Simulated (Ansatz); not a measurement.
**A convergence test on Si3N4 (Fd-3m): k mesh of the density**

Wanted: the cheapest k mesh of the density that holds the PBE gap of Si3N4 (Fd-3m).

Method: DFT, PBE, plane waves, PAW, in Ansatz 0.2.0.

This is a report of a sequence of runs, with most program output left out.

## 1. The structure

The structure is cubic, space group Fd-3m (No. 227). The conventional cell has a = 7.787 Å, b = 7.787 Å, c = 7.787 Å, α = 90.00°, β = 90.00°, γ = 90.00°. Nearest to Si lie 6 N at 1.89 Å. Nearest to Si lie 4 N at 1.79 Å. N has 4 Si at 1.79 to 1.89 Å nearest. Farther neighbours and most contacts between anions are not listed.

The cell and positions are those that the Materials Project relaxed with its own functionals (PBE, PBE+U or r2SCAN), kept fixed. This is not the form that Si3N4 usually takes at ambient conditions. The default PAW set here is soft_2. Its files were made with PBE.

## 2. k mesh of the density: 2×2×2

input.yaml

```yaml
crystal:
  lattice:
    - [0.0, 3.893718, 3.893718]
    - [3.893718, 0.0, 3.893718]
    - [3.893718, 3.893718, 0.0]
  atoms:
    - { symbol: Si, position: [0.125, 0.125, 0.625] }
    - { symbol: Si, position: [0.125, 0.625, 0.125] }
    - { symbol: Si, position: [0.625, 0.125, 0.125] }
    - { symbol: Si, position: [0.125, 0.125, 0.125] }
    - { symbol: Si, position: [0.75, 0.75, 0.75] }
    - { symbol: Si, position: [0.5, 0.5, 0.5] }
    - { symbol: "N", position: [0.367563, 0.367563, 0.367563] }
    - { symbol: "N", position: [0.352689, 0.882437, 0.882437] }
    - { symbol: "N", position: [0.882437, 0.882437, 0.352689] }
    - { symbol: "N", position: [0.882437, 0.352689, 0.882437] }
    - { symbol: "N", position: [0.367563, 0.367563, 0.897311] }
    - { symbol: "N", position: [0.367563, 0.897311, 0.367563] }
    - { symbol: "N", position: [0.882437, 0.882437, 0.882437] }
    - { symbol: "N", position: [0.897311, 0.367563, 0.367563] }
kpoints:
  mp_grid: { grid: [2, 2, 2] }
  band_path:
    path:
      - [0.0, 0.0, 0.0]
      - [0.5, 0.0, 0.5]
      - [0.625, 0.25, 0.625]
      - [0.375, 0.375, 0.75]
      - [0.5, 0.5, 0.5]
      - [0.5, 0.25, 0.75]
      - [0.0, 0.1666666667, -0.1666666667]
    npoints: 1
hamiltonian:
  xc: pbe
scf:
  occupations: { method: fixed }
  n_extra_bands: 8
output:
  eigenvalues: true
  forces: true
  stress: true
```

Started as:

```bash
$ ansatz run input.yaml --threads 24 --pin off --max-ram 82944MiB --backend cuda --events-out ev --progress --plain --runs-dir out --devices 1 --max-vram 78GiB
```

Elapsed: 0.88 s, on 1 × NVIDIA GB200 (shared by 2 runs) with 24 threads of Arm Neoverse V2, shared host; peak memory 1 GiB.

This step gave:

```
pressure             : 0.5260 GPa
gap                  : 3.293 eV
valence top at       : k = (0.000, 0.167, -0.167)
conduction bottom at : Γ
least direct gap     : 3.334 eV
```

The gap is indirect, with the least direct gap 0.04 eV higher.

## 3. k mesh of the density: 4×4×4

Changes to input.yaml since step 2:

```diff
@@ -21,3 +21,3 @@
 kpoints:
-  mp_grid: { grid: [2, 2, 2] }
+  mp_grid: { grid: [4, 4, 4] }
   band_path:
```

It took 1.1 s on 1 × NVIDIA GB200 (shared by 2 runs) with 24 threads; peak memory 1 GiB.

Numbers from this step:

```
pressure             : 0.1997 GPa
gap                  : 3.344 eV
valence top at       : k = (0.000, 0.167, -0.167)
conduction bottom at : Γ
least direct gap     : 3.384 eV
```

The gap is 3.344 eV, +0.051 eV from the run before at this level.

## 4. k mesh of the density: 6×6×6 (the default)

Changes to input.yaml since step 3:

```diff
@@ -21,13 +21,8 @@
 kpoints:
-  mp_grid: { grid: [4, 4, 4] }
+  mp_grid: { grid: [6, 6, 6] }
   band_path:
     path:
-      - [0.0, 0.0, 0.0]
-      - [0.5, 0.0, 0.5]
-      - [0.625, 0.25, 0.625]
-      - [0.375, 0.375, 0.75]
-      - [0.5, 0.5, 0.5]
-      - [0.5, 0.25, 0.75]
-      - [0.0, 0.1666666667, -0.1666666667]
-    npoints: 1
+      - [[0.0, 0.0, 0.0], [0.5, 0.0, 0.5], [0.625, 0.25, 0.625]]
+      - [[0.375, 0.375, 0.75], [0.0, 0.0, 0.0], [0.5, 0.5, 0.5], [0.5, 0.25, 0.75], [0.5, 0.0, 0.5]]
+    npoints: 10
 hamiltonian:
@@ -35,3 +30,3 @@
 scf:
-  occupations: { method: fixed }
+  occupations: { method: fermi_dirac, width: 0.02 }
   n_extra_bands: 8
```

The job ended after 1.1 s (1 × NVIDIA GB200 (shared by 2 runs) with 24 threads; peak memory 1 GiB; 3.4 s of CPU time).

Numbers from this step:

```yaml
pressure: 0.1998 GPa
gap: 3.344 eV
valence_top_at: k = (0.000, 0.167, -0.167)
conduction_bottom_at: Γ
least_direct_gap: 3.385 eV
```

The gap is 3.344 eV, +0.001 eV from the run before at this level.

## 5. k mesh of the density: 8×8×8

Changes to input.yaml since step 4:

```diff
@@ -21,8 +21,13 @@
 kpoints:
-  mp_grid: { grid: [6, 6, 6] }
+  mp_grid: { grid: [8, 8, 8] }
   band_path:
     path:
-      - [[0.0, 0.0, 0.0], [0.5, 0.0, 0.5], [0.625, 0.25, 0.625]]
-      - [[0.375, 0.375, 0.75], [0.0, 0.0, 0.0], [0.5, 0.5, 0.5], [0.5, 0.25, 0.75], [0.5, 0.0, 0.5]]
-    npoints: 10
+      - [0.0, 0.0, 0.0]
+      - [0.5, 0.0, 0.5]
+      - [0.625, 0.25, 0.625]
+      - [0.375, 0.375, 0.75]
+      - [0.5, 0.5, 0.5]
+      - [0.5, 0.25, 0.75]
+      - [0.0, 0.1666666667, -0.1666666667]
+    npoints: 1
 hamiltonian:
@@ -30,3 +35,3 @@
 scf:
-  occupations: { method: fermi_dirac, width: 0.02 }
+  occupations: { method: fixed }
   n_extra_bands: 8
```

Elapsed: 1.2 s, on 1 × NVIDIA GB200 (shared by 2 runs) with 24 threads; peak memory 1.1 GiB.

This step gave:

```
pressure             : 0.2002 GPa
gap                  : 3.344 eV
valence top at       : k = (0.000, 0.167, -0.167)
conduction bottom at : Γ
least direct gap     : 3.385 eV
```

The gap is 3.344 eV, as in the run before at this level.

## 6. The series

Differences are against the last row; a negative gap means that bands overlap, and a run with a band path holds that path's time. Times are wall times on 1 × NVIDIA GB200 (shared by 2 runs) with 24 threads of Arm Neoverse V2, shared host, good to a factor of about two.

```csv
k mesh of the density,gap (eV),direct gap (eV),gap error (eV),energy error (meV/atom),irreducible k,time
2×2×2,3.293,3.334,−0.052,+49.9,3,0.88 s
4×4×4,3.344,3.384,−0.001,+0.3,8,1.1 s
6×6×6,3.344,3.385,+0.000,+0.0,16,1.1 s
8×8×8,3.344,3.385,+0.000,+0.0,29,1.2 s
```

## 7. Summary of results

| Quantity | Value |
| --- | --- |
| 2×2×2 | 3.293 eV |
| 4×4×4 | 3.344 eV |
| 6×6×6 | 3.344 eV |
| 8×8×8 | 3.344 eV |

What this shows: The gap holds to 0.02 eV from 4×4×4 on. At 2×2×2 the gap is off by −0.052 eV and the energy by +50 meV/atom. The gap is read over the mesh and added points near the edges, so meshes differ mainly through the density and, for a hybrid, the exchange operator.

[Paths, hosts, dates, memory and timing lines, banners, echoed tables and standing remarks are left out of the program output.]

[Logs are printed without paths, hosts, clocks, repeated set-up lines and the standing remarks that a program may print on its own settings, such as how far it seeks lower states.]

[Runs of the session that timed out or met a known fault of the program may be left out.]

[Cells called generated may have been cut or substituted from an entry of the Crystallography Open Database or the Materials Project.]

[Hosts, paths, dates, database ids (printed as entryN), source tags and the programs' standing remarks are cut or masked in the printed files.]
